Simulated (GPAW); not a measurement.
# Ti K ELNES/XANES of TiPd (Pm-3m) from DFT

How does the Ti K edge of TiPd (Pm-3m) move when the bonds are compressed or stretched?

Main program and level: GPAW 26.7.0; X-ray absorption from dipole matrix elements to empty bands, plane-wave PAW LDA.

### 1. Starting point

Symmetry: Pm-3m, No. 221, cubic system. The conventional cell has a = 3.180 Å, b = 3.180 Å, c = 3.180 Å, α = 90.00°, β = 90.00°, γ = 90.00°. Nearest to Pd lie 8 Ti at 2.75 Å. Nearest to Ti lie 8 Pd at 2.75 Å. Farther neighbours are not listed.

Coordinates:

```xyz
2
Lattice="3.1800 0.0000 0.0000 0.0000 3.1800 0.0000 0.0000 0.0000 3.1800" Properties=species:S:1:pos:R:3 pbc="T T T"
Pd    0.0000    0.0000    0.0000
Ti    1.5900    1.5900    1.5900
```

### 2. The field without a hole

The ground state comes first: it tells whether the system has a gap, which decides how the excited electron is treated.

Contents of scf.py:

```python
import numpy as np
from ase import Atoms
from ase.parallel import parprint, paropen
from gpaw import GPAW, PW, FermiDirac, Mixer, MixerDif, setup_paths
from gpaw.test import gen
setup_paths.insert(0, '.')
gen('Ti', name='nch1s', xcname='LDA', corehole=(1, 0, 0), write_xml=True)
from gpaw.mpi import world
world.barrier()

atoms = Atoms('PdTi',
    cell=[[3.18, 0, 0],
     [0, 3.18, 0],
     [0, 0, 3.18]],
    scaled_positions=[[0, 0, 0],
     [0.5, 0.5, 0.5]],
    pbc=True)
atoms.calc = calc = GPAW(legacy_gpaw=True, mode=PW(430), xc='LDA', setups={1: 'nch1s'},
    kpts={'size': (8, 8, 8), 'gamma': True}, occupations=FermiDirac(0.05),
    charge=0, mixer=Mixer(0.1, 5, 50), maxiter=150,
    convergence={'density': 0.0001}, txt='scf.txt')
energy = atoms.get_potential_energy() + calc.get_reference_energy()
ef = calc.get_fermi_level()
out = dict(energy=energy, fermi=ef, forces=atoms.get_forces().tolist())
parprint(f'all-electron energy {energy:.4f} eV, Fermi level {ef:.4f} eV')
ev = np.array([[calc.get_eigenvalues(k, s) for k in range(len(calc.get_ibz_k_points()))] for s in range(calc.get_number_of_spins())])
out['homo'], out['lumo'], out['counts'] = ev[ev < ef].max(), ev[ev > ef].min(), sorted(set((ev < ef).sum((0, 2)).tolist()))
out['filled'] = (ev[:, 0] < ef).sum(1).tolist()
import json
with paropen('out.json', 'w') as f:
    json.dump(out, f)
```

Started as:

```
$ OMP_NUM_THREADS=1 mpirun -n 2 gpaw python scf.py
```

Numbers of over 12 decimals in the logs are rounded to 6 here.

Output:

```text
Input parameters:
  convergence: {density: 0.0001}
  kpts: {gamma: True,
         size: (8, 8, 8)}
  maxiter: 150
  mixer: {backend: pulay,
          beta: 0.1,
          method: separate,
          nmaxold: 5,
          weight: 50}
  mode: {ecut: 430.0,
         name: pw}
  occupations: {fixmagmom: False,
                name: fermi-dirac,
                width: 0.05}
  setups: {1: nch1s}

Initialize ...

[... PAW data sets ...]

Reference energy: -160272.027150  # eV

Spin-paired calculation

[... convergence settings ...]
Symmetries present (total): 48
  [... symmetry matrices ...]

512 k-points: 8 x 8 x 8 Monkhorst-Pack grid + [1/16,1/16,1/16]
35 k-points in the irreducible part of the Brillouin zone
       k-points in crystal coordinates                weights
   0:     0.00000000    0.00000000    0.00000000          1/512
   1:     0.12500000    0.00000000    0.00000000          6/512
   2:     0.12500000    0.12500000    0.00000000         12/512
   3:     0.12500000    0.12500000    0.12500000          8/512
   4:     0.25000000    0.00000000    0.00000000          6/512
   5:     0.25000000    0.12500000    0.00000000         24/512
   6:     0.25000000    0.12500000    0.12500000         24/512
   7:     0.25000000    0.25000000    0.00000000         12/512
   8:     0.25000000    0.25000000    0.12500000         24/512
   9:     0.25000000    0.25000000    0.25000000          8/512
          ...
  34:     0.50000000    0.50000000    0.50000000          1/512

Wave functions: Plane wave expansion
  Cutoff energy: 430.000 eV
  Number of coefficients (min, max): 619, 672
  Pulay-stress correction: 0.000000 eV/Ang^3 (de/decut=0.000000)
  Using FFTW library
  Wavefunction extrapolation:
    Improved wavefunction reuse through dual PAW basis

Occupation numbers: Fermi-Dirac:
  width: 0.0500  # eV

Eigensolver
   Davidson(niter=2)

Densities:
  Coarse grid: 16*16*16 grid
  Fine grid: 32*32*32 grid
  Total Charge: 0.000000

Density mixing:
  Method: separate
  Backend: pulay
  Linear mixing parameter: 0.1
  old densities: 5
  Width of damping distribution: 1.1
  Damping of long wavelength oscillations: 50

[... Hamiltonian set-up ...]
Number of atoms: 2
Number of atomic orbitals: 25
Number of bands in calculation: 21
Number of valence electrons: 28
Bands to converge: occupied

... initialized

Initializing position-dependent things.

Density initialized from atomic densities
Creating initial wave functions:
  21 bands from LCAO basis set

Positions:
   0 Pd     0.000000    0.000000    0.000000    ( 0.0000,  0.0000,  0.0000)
   1 Ti     1.590000    1.590000    1.590000    ( 0.0000,  0.0000,  0.0000)

Unit cell:
           periodic     x           y           z      points  spacing
  1. axis:    yes    3.180000    0.000000    0.000000    16     0.1988
  2. axis:    yes    0.000000    3.180000    0.000000    16     0.1988
  3. axis:    yes    0.000000    0.000000    3.180000    16     0.1988

  Lengths:   3.180000   3.180000   3.180000
  Angles:   90.000000  90.000000  90.000000

Effective grid spacing dv^(1/3) = 0.1987

iter:   1   -18.859351
iter:   2   -14.665728   -0.47  -0.94
iter:   3   -13.971733   -1.65  -1.33
iter:   4   -13.673550   -1.05  -1.47
iter:   5   -13.642281   -1.67  -1.85
iter:   6   -13.800194   -2.11  -1.90
iter:   7   -13.528229   -2.12  -1.81
iter:   8   -13.518943   -2.84  -2.51
iter:   9   -13.519833c  -4.21  -3.24
iter:  10   -13.519123c  -4.30  -2.97
iter:  11   -13.519154c  -4.72  -3.18
iter:  12   -13.519051c  -5.29  -3.92
iter:  13   -13.519004c  -5.72  -3.73
iter:  14   -13.518984c  -6.05  -4.03c
iter:  15   -13.518984c  -7.02  -4.62c
iter:  16   -13.518984c  -7.61c -4.67c

Converged after 16 iterations.

Dipole moment: (-0.000000, -0.000000, -0.000000) |e|*Ang

Energy contributions relative to reference atoms: (reference = -160272.027150)

Kinetic:         -4.281398
Potential:       -2.094569
External:        +0.000000
XC:              -7.028035
Entropy (-ST):   -0.029754
Local:           -0.100105
SIC:             +0.000000
--------------------------
Free energy:    -13.533861
Extrapolated:   -13.518984

Showing only first 2 kpts
 Kpt  Band  Eigenvalues  Occupancy
  0    12      6.28093    2.00000
  0    13      9.69902    0.00017
  0    14      9.69902    0.00017
  0    15     11.37744    0.00000

  1    12      6.33266    2.00000
  1    13      9.53528    0.00457
  1    14      9.75202    0.00006
  1    15     11.01887    0.00000

Fermi level: 9.23129

No gap
No difference between direct/indirect transitions

Forces in eV/Ang:
  0 Pd   -0.00000   -0.00000    0.00000
  1 Ti   -0.00000    0.00000    0.00000
Scalar-relativistic atomic LDA calculation for Ti (Titanium, Z=22)
Core hole in 1s state (1s occupation: 2.0)
600 radial gridpoints.
|------------------------------------------------|
|------------------------------------------------|
[... the atom generator's iteration count ...]

Energy contributions:
-------------------------
Kinetic:     +858.169401
XC:           -40.035523
Potential:  -1669.760805
-------------------------
Total:       -851.626927

state      eigenvalue         ekin         rmax
-----------------------------------------------
1s^2.0 :  -178.412898   235.142209        0.046
2s^2.0 :   -19.674824    40.676506        0.270
2p^6.0 :   -16.315972    39.591103        0.219
3s^2.0 :    -2.287902     8.427789        0.869
3p^6.0 :    -1.425558     7.161594        0.900
3d^2.0 :    -0.164024     3.704740        0.977
4s^2.0 :    -0.168799     0.875365        2.882
4p^0.0 :    -0.056429     0.465286        3.811
-----------------------------------------------
(units: Bohr and Hartree)

Generating PAW setup
Kinetic energy of the core from tauc = 793.509929
Cutoffs:
rc(s)=2.400
rc(p)=2.000
rc(d)=2.000
rc(vbar)=1.800
rc(comp)=2.300
rc(nct)=2.400

Kinetic energy of the core states: 789.184048
Charge: 0.0
Core electrons: 10.0
Valence electrons: 12.0
Pseudo-core charge: 0.000001
Shape function alpha=1.890
Pseudo-electron charge 6.382666
state    eigenvalue         norm
--------------------------------
3s(2) :    -2.287902     0.302066
4s(2) :    -0.168799     0.990650
3p(6) :    -1.425558     0.436626
4p(0) :    -0.056429     0.981035
3d(2) :    -0.164024     0.588737
*d    :     0.835976
--------------------------------

Diagonalizing with gridspacing h=0.050

state   all-electron     PAW
-------------------------------
3s:      -2.287902    -2.288205
3p:      -1.425558    -1.426242
3d:      -0.164024    -0.164519
*f:                    0.065395
-------------------------------
all-electron energy -160285.5461 eV, Fermi level 9.2313 eV
```

The job ended after 6.6 s (2 MPI ranks of Arm Neoverse V2, shared host; peak memory 0.17 GiB).

The mesh shows no gap, so the system is treated as a metal and the core electron is put at the Fermi level (neutral cell).

### 3. Supercell without a hole, the energy reference

The photon energy needs a difference of total energies, so the cell and mesh of the coming hole run are first run without a hole.

scf.py, as its differences from that of step 2:

```diff
@@ -10,11 +10,17 @@
 
-atoms = Atoms('PdTi',
-    cell=[[3.18, 0, 0],
-     [0, 3.18, 0],
-     [0, 0, 3.18]],
+atoms = Atoms('Pd4Ti4',
+    cell=[[3.18, 3.18, 3.18],
+     [-3.18, 3.18, -3.18],
+     [-3.18, -3.18, 3.18]],
     scaled_positions=[[0, 0, 0],
-     [0.5, 0.5, 0.5]],
+     [0, 0.5, 0.5],
+     [0.5, 0, 0.5],
+     [0.5, 0.5, 0],
+     [0.5, 0, 0],
+     [0.5, 0.5, 0.5],
+     [0, 0, 0.5],
+     [0, 0.5, 0]],
     pbc=True)
-atoms.calc = calc = GPAW(legacy_gpaw=True, mode=PW(430), xc='LDA', setups={1: 'nch1s'},
-    kpts={'size': (8, 8, 8), 'gamma': True}, occupations=FermiDirac(0.05),
+atoms.calc = calc = GPAW(legacy_gpaw=True, mode=PW(430), xc='LDA', setups={4: 'nch1s'},
+    kpts={'size': (6, 6, 6), 'gamma': True}, occupations=FermiDirac(0.1),
     charge=0, mixer=Mixer(0.1, 5, 50), maxiter=150,
```

Output:

```text
Input parameters:
  convergence: {density: 0.0001}
  kpts: {gamma: True,
         size: (6, 6, 6)}
  maxiter: 150
  mixer: {backend: pulay,
          beta: 0.1,
          method: separate,
          nmaxold: 5,
          weight: 50}
  mode: {ecut: 430.0,
         name: pw}
  occupations: {fixmagmom: False,
                name: fermi-dirac,
                width: 0.1}
  setups: {4: nch1s}

Initialize ...

[...]
4s(2) :    -0.168799     0.990650
3p(6) :    -1.425558     0.436626
4p(0) :    -0.056429     0.981035
3d(2) :    -0.164024     0.588737
*d    :     0.835976
--------------------------------

Diagonalizing with gridspacing h=0.050

state   all-electron     PAW
-------------------------------
3s:      -2.287902    -2.288205
3p:      -1.425558    -1.426242
3d:      -0.164024    -0.164519
*f:                    0.065395
-------------------------------
all-electron energy -641142.2449 eV, Fermi level 9.2597 eV
[key lines of the parts left out:]
Converged after 20 iterations.
Dipole moment: (0.000000, -0.000000, -0.000000) |e|*Ang
Free energy:    -54.336779
Fermi level: 9.25974
```

It took 1.9 min on 2 MPI ranks; peak memory 0.3 GiB; 3.8 min of CPU time.

Reference energy: -641142.245 eV with the cores included.

(Part 1 of 3 ends here.)

[Banner, clock and machine lines of the logs are left out without a mark of their own.]

[Logs are printed without paths, hosts, clocks, repeated set-up lines and the standing remarks that a program may print on its own settings, such as how far it seeks lower states.]

[Hosts, paths, dates, database ids (printed as entryN), source tags and the programs' standing remarks are cut or masked in the printed files.]

[Lists of maxima count a maximum above −3 eV only where it reaches 4 % of the highest in the window and stands out from its surroundings by 2 % of it (1.5 % where it reaches 55 %); shoulders and weaker maxima are passed over, and of the rest the first, up to two pre-edge ones and the few strongest are named.]
